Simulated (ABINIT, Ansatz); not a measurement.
# BN (Qingsongite): G0W0 with ABINIT, start to end, part 2 of 3

Aim: the G0W0 gap of BN (Qingsongite) on PBE, step by step.

ABINIT 10.8.3; PBE and many-body steps on it, plane waves. Known limits of the many-body steps: not at the basis limit.

So far. Step 2 (Ground state): The gap is indirect, with the least direct gap 4.34 eV higher.

## Step 3: Bands along the symmetry lines

Level of this step: DFT, PBE, plane waves, norm-conserving pseudopotentials (ABINIT).

Levels along a band path, at the cheap level, show where the edges lie and whether the meshes to come will hold them.

run.abi reads:

```
acell 3*1.0 Angstrom
rprim 
  -0.000000000000 1.807500000000 1.807500000000
  1.807500000000 0.000000000000 1.807500000000
  1.807500000000 1.807500000000 -0.000000000000
ntypat 2
znucl 5 7
natom 2
typat 1 2
xred 
  0.000000000000 0.000000000000 0.000000000000
  0.250000000000 0.250000000000 0.250000000000
pp_dirpath "pseudos"
pseudos "B.upf, N.upf"
ecut 36
iscf -2
irdden 1
kptopt 0
nkpt 50
kpt 
  0.00000000 0.00000000 0.00000000
  -0.06250000 -0.06250000 0.00000000
  -0.12500000 -0.12500000 0.00000000
  -0.18750000 -0.18750000 0.00000000
  -0.25000000 -0.25000000 0.00000000
  -0.31250000 -0.31250000 0.00000000
  -0.37500000 -0.37500000 0.00000000
  -0.43750000 -0.43750000 0.00000000
  -0.50000000 -0.50000000 0.00000000
  -0.48437500 -0.48437500 0.03125000
  -0.46875000 -0.46875000 0.06250000
  -0.45312500 -0.45312500 0.09375000
  -0.43750000 -0.43750000 0.12500000
  -0.42187500 -0.42187500 0.15625000
  -0.40625000 -0.40625000 0.18750000
  -0.39062500 -0.39062500 0.21875000
  -0.37500000 -0.37500000 0.25000000
  -0.37500000 0.00000000 0.37500000
  -0.32812500 0.00000000 0.32812500
  -0.28125000 0.00000000 0.28125000
  -0.23437500 0.00000000 0.23437500
  -0.18750000 0.00000000 0.18750000
  -0.14062500 0.00000000 0.14062500
  -0.09375000 0.00000000 0.09375000
  -0.04687500 0.00000000 0.04687500
  0.00000000 0.00000000 0.00000000
  0.00000000 0.00000000 0.06250000
  0.00000000 0.00000000 0.12500000
  0.00000000 0.00000000 0.18750000
  0.00000000 0.00000000 0.25000000
  0.00000000 0.00000000 0.31250000
  0.00000000 0.00000000 0.37500000
  0.00000000 0.00000000 0.43750000
  -0.00000000 -0.00000000 0.50000000
  -0.06250000 -0.03125000 0.46875000
  -0.12500000 -0.06250000 0.43750000
  -0.18750000 -0.09375000 0.40625000
  -0.25000000 -0.12500000 0.37500000
  -0.31250000 -0.15625000 0.34375000
  -0.37500000 -0.18750000 0.31250000
  -0.43750000 -0.21875000 0.28125000
  -0.50000000 -0.25000000 0.25000000
  -0.50000000 -0.28125000 0.21875000
  -0.50000000 -0.31250000 0.18750000
  -0.50000000 -0.34375000 0.15625000
  -0.50000000 -0.37500000 0.12500000
  -0.50000000 -0.40625000 0.09375000
  -0.50000000 -0.43750000 0.06250000
  -0.50000000 -0.46875000 0.03125000
  -0.50000000 -0.50000000 0.00000000
istwfk *1
nband 11
nbdbuf 2
tolwfr 1e-08
nstep 40
prtwf 0
prtvol 0
indata_prefix "in"
outdata_prefix "out"
tmpdata_prefix "tmp"
```

Started as:

```bash
$ OMP_NUM_THREADS=1 mpirun -n 4 abinit run.abi > log
```

Numbers of over 12 decimals in the logs are rounded to 6 here.

What it wrote:

```text
.Version 10.8.3 of ABINIT. v10.8.2 released Aug 2026.

 Symmetries : space group F-4 3 m (#216); Bravais cF (face-center cubic)
[... echo of the input left out ...]
== DATASET  1 ==================================================================
-   mpi_nproc: 4, omp_nthreads: 1 (-1 if OMP is not activated)

--- !DatasetInfo
iteration_state: {dtset: 1, }
dimensions: {natom: 2, nkpt: 50, mband: 11, nsppol: 1, nspinor: 1, nspden: 1, mpw: 869, }
cutoff_energies: {ecut:  36.0, pawecutdg:  -1.0, }
electrons: {nelect:   8.00000000E+00, charge:   0.00000000E+00, occopt:   1.00000000E+00, tsmear:   1.00000000E-02, }

 Real(R)+Recip(G) space primitive vectors, cartesian coordinates (Bohr,Bohr^-1):
 R(1)=  0.0000000  3.4156800  3.4156800  G(1)= -0.1463837  0.1463837  0.1463837
 R(2)=  3.4156800  0.0000000  3.4156800  G(2)=  0.1463837 -0.1463837  0.1463837
 R(3)=  3.4156800  3.4156800  0.0000000  G(3)=  0.1463837  0.1463837 -0.1463837
 Unit cell volume ucvol=  7.9700586E+01 bohr^3
 Angles (23,13,12)=  6.00000000E+01  6.00000000E+01  6.00000000E+01 degrees

 getcut: wavevector=  0.0000  0.0000  0.0000  ngfft=  30  30  30
         ecut(hartree)=     36.000   => boxcut(ratio)=   2.30194

 getcut : COMMENT -
  Note that boxcut > 2.2 ; recall that boxcut=Gcut(box)/Gcut(sphere) = 2
  is sufficient for exact treatment of convolution.
  Such a large boxcut is a waste : you could raise ecut
  e.g. ecut=   47.690509 Hartrees makes boxcut=2

--- Pseudopotential description ------------------------------------------------
- B Generated using ONCVPSP code by D. R. Hamann
-  5.00000   3.00000  171031                  znucl, zion, pspdat
12 -101130 1 -1 1534                          pspcod,pspxc,lmax,lloc,mmax
     nproj     2     2
  pspatm : epsatm=    3.38844616
         --- l  ekb(1:nproj) -->
             0    8.382104    1.234201
             1   -3.719492   -0.867526
 pspatm: atomic psp has been read  and splines computed

- N Generated using ONCVPSP code by D. R. Hamann
-  7.00000   5.00000  171031                  znucl, zion, pspdat
12 -101130 1 -1 1058                          pspcod,pspxc,lmax,lloc,mmax
     nproj     2     2
  pspatm : epsatm=    5.20977870
         --- l  ekb(1:nproj) -->
             0    7.494509    0.636305
[...]
pspatm: atomic psp has been read  and splines computed

--------------------------------------------------------------------------------

================================================================================
 prteigrs : about to open file out_EIG
 Non-SCF case, kpt    1 (  0.00000  0.00000  0.00000), residuals and eigenvalues=
  3.63E-09  1.60E-09  3.17E-09  5.09E-09  1.41E-09  2.39E-09  4.64E-09  8.61E-09
[...]
-4.4062E-01  3.0209E-01  3.0209E-01  3.0209E-01  6.2836E-01  6.2836E-01
  6.2836E-01  6.8304E-01  1.2115E+00  1.3357E+00  1.3401E+00
[...]
2.44E-09  5.19E-10  7.21E-10  4.52E-09  4.15E-09  4.50E-09  5.55E-09  6.02E-09
[...]
-4.2207E-01  2.5628E-01  2.6132E-01  2.6132E-01  6.0371E-01  6.8440E-01
  6.8440E-01  7.2542E-01  1.0748E+00  1.2549E+00  1.3632E+00
[...]
Non-SCF case, kpt   49 ( -0.50000 -0.46875  0.03125), residuals and eigenvalues=
[...]
-2.3481E-01 -2.4246E-02  1.1910E-01  1.1965E-01  4.7418E-01  6.4952E-01
  9.5633E-01  9.5955E-01  1.0628E+00  1.2999E+00  1.5362E+00
 Non-SCF case, kpt   50 ( -0.50000 -0.50000  0.00000), residuals and eigenvalues=
[...]
-2.3521E-01 -2.5226E-02  1.2176E-01  1.2176E-01  4.6875E-01  6.4539E-01
  9.6028E-01  9.6028E-01  1.0651E+00  1.3031E+00  1.5460E+00

--- !ResultsGS
iteration_state: {dtset: 1, }
comment   : Summary of ground state results
lattice_vectors:
- [ -0.0000000,   3.4156800,   3.4156800, ]
- [  3.4156800,   0.0000000,   3.4156800, ]
- [  3.4156800,   3.4156800,  -0.0000000, ]
lattice_lengths: [   4.83050,    4.83050,    4.83050, ]
lattice_angles: [ 60.000,  60.000,  60.000, ] # degrees, (23, 13, 12)
lattice_volume:   7.9700586E+01
convergence: {deltae:  0.000E+00, res2:  0.000E+00, residm:  9.954E-09, diffor:  0.000E+00, }
etotal    :  -1.34025025E+01
entropy   :   0.00000000E+00
fermie    :   3.02092262E-01
cartesian_stress_tensor: null
pressure_GPa: null
xred      :
- [  0.0000E+00,   0.0000E+00,   0.0000E+00,  B]
- [  2.5000E-01,   2.5000E-01,   2.5000E-01,  N]
cartesian_forces: null
force_length_stats: {min: null, max: null, mean: null, }

 Integrated electronic density in atomic spheres:
 ------------------------------------------------
 Atom  Sphere_radius  Integrated_density
[...]
================================================================================

 ----iterations are completed or convergence reached----

 Mean square residual over all n,k,spin=   42.205E-10; max=  99.540E-10
 reduced coordinates (array xred) for    2 atoms
[...]
cartesian coordinates (angstrom) at end:
    1      0.000000     0.000000     0.000000
    2      0.903750     0.903750     0.903750
 length scales=  1.889726125908  1.889726125908  1.889726125908 bohr
              =  1.000000000000  1.000000000000  1.000000000000 angstroms
 prteigrs : about to open file out_EIG
 Eigenvalues (hartree) for nkpt=  50  k points:
 kpt#   1, nband= 11, wtk=  1.00000, kpt=  0.0000  0.0000  0.0000 (reduced coord)
[...]
kpt#   2, nband= 11, wtk=  1.00000, kpt= -0.0625 -0.0625  0.0000 (reduced coord)
[...]
kpt#   3, nband= 11, wtk=  1.00000, kpt= -0.1250 -0.1250  0.0000 (reduced coord)
[...]
kpt#  49, nband= 11, wtk=  1.00000, kpt= -0.5000 -0.4687  0.0313 (reduced coord)
  -0.23481   -0.02425    0.11910    0.11965    0.47418    0.64952    0.95633    0.95955
   1.06281    1.29990    1.53616
 kpt#  50, nband= 11, wtk=  1.00000, kpt= -0.5000 -0.5000  0.0000 (reduced coord)
  -0.23521   -0.02523    0.12176    0.12176    0.46875    0.64539    0.96028    0.96028
   1.06505    1.30307    1.54598

== END DATASET(S) ==============================================================
================================================================================

 -outvars: echo values of variables after computation  --------
            nband          11
             nkpt          50
          spgroup         216
 [... the other variables as echoed above ...]

 Calculation completed.
```

It took 3.7 s on 4 MPI ranks of Arm Neoverse V1, shared host; peak memory 0.23 GiB.

Numbers from this step:

```yaml
gap: 4.535 eV
k_of_the_valence_top: 0, 0, 0
k_of_the_conduction_bottom: -0.5, -0.5, 0
least_direct_gap: 8.878 eV
```

The gap is 4.535 eV, as in the run before at this level.

The electronic bands at the labelled points (eV, zero at the top of the highest filled band; v1 is the highest filled band, c1 the lowest empty one):

```
    point      v4      v3     v2     v1     c1     c2     c3     c4
        Γ  -20.21    0.00   0.00   0.00   8.88   8.88   8.88  10.37
  halfway  -18.25   -3.97  -3.01  -3.01   6.86  11.62  13.48  13.48
        X  -14.62   -8.91  -4.91  -4.91   4.54   9.34  17.91  17.91
  halfway  -14.55   -8.69  -5.96  -4.69   5.49  10.28  17.32  17.54
        U  -14.54   -8.12  -7.66  -4.08   6.98  12.95  15.84  16.68
jump to K  -14.54   -8.12  -7.66  -4.08   6.98  12.95  15.84  16.68
  halfway  -18.03   -5.73  -3.91  -1.12  10.71  10.76  11.24  13.58
        Γ  -20.21    0.00   0.00   0.00   8.88   8.88   8.88  10.37
  halfway  -18.73   -5.47  -1.13  -1.13   9.70  10.40  10.40  13.57
        L  -15.99  -10.68  -1.94  -1.94  10.21  10.78  10.78  15.26
  halfway  -15.29   -9.69  -4.82  -3.45   9.66  11.24  14.40  15.79
        W  -14.31   -7.58  -6.96  -6.50   9.65  13.35  14.61  14.69
  halfway  -14.47   -8.49  -5.77  -5.71   6.58  11.00  16.25  17.43
        X  -14.62   -8.91  -4.91  -4.91   4.54   9.34  17.91  17.91
```

The electronic bands as a text plot (rows in eV, shown from -8.0 to 10.5 only):

```
   10.1 |+ ++     +    +      ++ ++++ ++   +++++++++++        ++
    9.4 | +        ++++     ++     +++  +++++         ++++++    +
    8.6 |++                           ++                    +
    7.8 |  +++             +
    7.1 |     ++          +
    6.3 |       ++       +                                   +
    5.5 |         +    ++                                     +
    4.7 |          ++++                                        ++
    4.0 |
    3.2 |
    2.4 |
    1.7 |
    0.9 |
    0.1 |*                         ******
   -0.7 | *                      **  *  ****
   -1.4 |  **                   *  **       ****
   -2.2 |    *                ** ****    **     *****
   -3.0 |     **            **                      **
   -3.8 |     ****        **    ***        *         **
   -4.5 |         ********                            **
   -5.3 |       **    *       **            *           *     ***
   -6.1 |              **   **  *                      * * ***
   -6.8 |         *           **                        ****
   -7.6 |                ***                 **          ***
         Γ           X  U|K            Γ         L        W     X
```

## Step 4: Empty states on the mesh, 8×8×8 mesh, 76 bands

The sums over transitions need many empty states on a uniform mesh; this step solves for them.

run.abi reads:

```
acell 3*1.0 Angstrom
rprim 
  -0.000000000000 1.807500000000 1.807500000000
  1.807500000000 0.000000000000 1.807500000000
  1.807500000000 1.807500000000 -0.000000000000
ntypat 2
znucl 5 7
natom 2
typat 1 2
xred 
  0.000000000000 0.000000000000 0.000000000000
  0.250000000000 0.250000000000 0.250000000000
pp_dirpath "pseudos"
pseudos "B.upf, N.upf"
ecut 36
ngkpt 8 8 8
nshiftk 1
shiftk 0 0 0
kptopt 1
chksymbreak 0
irdden 1
istwfk *1
nband 76
prtvol 0
optdriver 6
gwr_task "HDIAGO"
paral_kgb 0
occopt 1
indata_prefix "in"
outdata_prefix "out"
tmpdata_prefix "tmp"
```

What it wrote:

```text
[banner, memory and clock lines left out]
.Version 10.8.3 of ABINIT. v10.8.2 released Aug 2026.

 Symmetries : space group F-4 3 m (#216); Bravais cF (face-center cubic)
[... echo of the input left out ...]
== DATASET  1 ==================================================================
-   mpi_nproc: 4, omp_nthreads: 1 (-1 if OMP is not activated)

--- !DatasetInfo
iteration_state: {dtset: 1, }
dimensions: {natom: 2, nkpt: 29, mband: 76, nsppol: 1, nspinor: 1, nspden: 1, mpw: 869, }
cutoff_energies: {ecut:  36.0, pawecutdg:  -1.0, }
electrons: {nelect:   8.00000000E+00, charge:   0.00000000E+00, occopt:   1.00000000E+00, tsmear:   1.00000000E-02, }

.Using double precision arithmetic; gwpc =  8

- Reading GS density from: in_DEN

--- Pseudopotential description ------------------------------------------------
- B Generated using ONCVPSP code by D. R. Hamann
-  5.00000   3.00000  171031                  znucl, zion, pspdat
12 -101130 1 -1 1534                          pspcod,pspxc,lmax,lloc,mmax
     nproj     2     2
  pspatm : epsatm=    3.38844616
         --- l  ekb(1:nproj) -->
             0    8.382104    1.234201
             1   -3.719492   -0.867526
 pspatm: atomic psp has been read  and splines computed

- N Generated using ONCVPSP code by D. R. Hamann
-  7.00000   5.00000  171031                  znucl, zion, pspdat
12 -101130 1 -1 1058                          pspcod,pspxc,lmax,lloc,mmax
     nproj     2     2
  pspatm : epsatm=    5.20977870
         --- l  ekb(1:nproj) -->
             0    7.494509    0.636305
             1   -4.293905   -1.006988
 pspatm: atomic psp has been read  and splines computed

   6.87857989E+01                                ecore*ucvol(ha*bohr**3)

 Total charge density [el/Bohr^3]
)     Maximum=    5.6373E-01  at reduced coord.    0.2000    0.2000    0.4000
)     Minimum=    7.6975E-03  at reduced coord.    0.0000    0.0000    0.0000
   Integrated=    8.0000E+00

 === KS gaps after direct diagonalization ===
 Indirect band gap semiconductor
 Fundamental gap:     4.535 (eV)
   VBM:     8.220 (eV) at k: [ 0.0000E+00,  0.0000E+00,  0.0000E+00]
   CBM:    12.755 (eV) at k: [ 5.0000E-01,  5.0000E-01,  0.0000E+00]
 Direct gap:         8.878 (eV) at k: [ 0.0000E+00,  0.0000E+00,  0.0000E+00]

== END DATASET(S) ==============================================================

 -outvars: echo values of variables after computation  --------
           etotal      0.0000000000E+00
            nband          76
             nkpt          29
          spgroup         216
 [... the other variables as echoed above ...]

 Calculation completed.
```

The job ended after 8.1 s (4 MPI ranks; peak memory 0.38 GiB).

This step gave:

* gap: 4.535 eV
* k of the valence top: 0, 0, 0
* k of the conduction bottom: 0.5, 0.5, 0
* least direct gap: 8.878 eV
* k points computed: 29
* lowest point of the top converged band, above the valence top: 156.1506 eV

On this mesh the gap is 4.535 eV.

## Step 5: Screening, 8×8×8 mesh, 68 bands, screening to 239.5 eV

The RPA dielectric matrix is built and inverted for each q.

This step: RPA screening on PBE, plane waves, norm-conserving pseudopotentials.

Edit run.abi of step 4 so:

```diff
@@ -20,10 +20,11 @@
 chksymbreak 0
-irdden 1
 istwfk *1
-nband 76
-prtvol 0
-optdriver 6
-gwr_task "HDIAGO"
-paral_kgb 0
 occopt 1
+irdwfk 1
+optdriver 3
+nband 68
+ecuteps 8.8
+inclvkb 2
+awtr 1
+symchi 1
 indata_prefix "in"
```

What it wrote:

```text
.Version 10.8.3 of ABINIT. v10.8.2 released Aug 2026.

 Symmetries : space group F-4 3 m (#216); Bravais cF (face-center cubic)
[... echo of the input left out ...]
== DATASET  1 ==================================================================
-   mpi_nproc: 4, omp_nthreads: 1 (-1 if OMP is not activated)

--- !DatasetInfo
iteration_state: {dtset: 1, }
dimensions: {natom: 2, nkpt: 29, mband: 68, nsppol: 1, nspinor: 1, nspden: 1, mpw: 869, }
cutoff_energies: {ecut:  36.0, pawecutdg:  -1.0, }
electrons: {nelect:   8.00000000E+00, charge:   0.00000000E+00, occopt:   1.00000000E+00, tsmear:   1.00000000E-02, }

 SCREENING: Calculation of the susceptibility and dielectric matrices

 Based on a program developped by R.W. Godby, V. Olevano, G. Onida, and L. Reining.
 Incorporated in ABINIT by V. Olevano, G.-M. Rignanese, and M. Torrent.
.Using double precision arithmetic ; gwpc =  8

[... cell and pseudopotentials left out ...]
--------------------------------------------------------------------------------

 ==== K-mesh for the wavefunctions ====
 Number of points in the irreducible wedge :    29
[... list of points left out ...]
 Together with 24 symmetry operations and time-reversal symmetry
 yields   512 points in the full Brillouin Zone.

 ==== Q-mesh for the screening function ====
 Number of points in the irreducible wedge :    29
[... list of points left out ...]
 Together with 24 symmetry operations and time-reversal symmetry
 yields   512 points in the full Brillouin Zone.

 setmesh: FFT mesh size selected  =    20x   20x   20
          total number of points  =         8000

 vcoul_init : cutoff-mode = AUXILIARY_FUNCTION
 q-points for optical limit:   1
     1)      0.000010    0.000020    0.000030

- screening: taking advantage of time-reversal symmetry
- Maximum band index for partially occupied states nbvw = 4
- Remaining bands to be divided among processors   nbcw = 64
- Number of bands treated by each node ~16

 Number of electrons calculated from density =    8.0000; Expected =    8.0000
 average of density, n =  0.100376
 r_s =    1.3348
 omega_plasma =   30.5612 [eV]

 calculating chi0 at frequencies [eV] :
  1    0.000000E+00    0.000000E+00
  2    0.000000E+00    3.056116E+01

--------------------------------------------------------------------------------
  q-point number  1        q = ( 0.000000, 0.000000, 0.000000) [r.l.u.]
--------------------------------------------------------------------------------
[... chi0 elements left out ...]
 For q-point:  0.000010 0.000020 0.000030
  dielectric constant =   4.3099
  dielectric constant without local fields =   4.6607

  Average fulfillment of the sum rule on Im[epsilon] for q-point    1 :     87.28  [%]
[... wings left out ...]
  q-point number  2        q = ( 0.125000, 0.000000, 0.000000) [r.l.u.]
--------------------------------------------------------------------------------
[... chi0 elements left out ...]
  Average fulfillment of the sum rule on Im[epsilon] for q-point    2 :     97.58  [%]

 [... 27 further q-points ...]
```

Wall time 49 s (4 MPI ranks); peak memory 0.65 GiB.

This step gave:

| Quantity | Value |
| --- | --- |
| ε∞ with local fields, on this mesh, along the program's q direction | 4.310 |
| the same without local fields | 4.661 |
| plasma frequency | 30.56 eV |
| plane waves in the screening matrix | 113 |

Local fields lower ε∞ by 8 %.

[end of part 2 of 3]

[Paths, hosts, dates, memory and timing lines, banners, echoed tables and standing remarks are left out of the program output.]

[Logs are printed without paths, hosts, clocks, repeated set-up lines and the standing remarks that a program may print on its own settings, such as how far it seeks lower states.]

[Runs of the session that timed out or met a known fault of the program may be left out.]

[Hosts, paths, dates, database ids (printed as entryN), source tags and the programs' standing remarks are cut or masked in the printed files.]

[G0W0 gaps are taken among the corrected bands and points alone; a level outside them can change the order at an edge.]

[Where Ansatz stands beside ABINIT at settings called matched, ABINIT's density can come from a denser mesh and the files from another edition; pairs whose starting gaps differed by over 0.03 eV were left out, so agreement reads better than it is.]
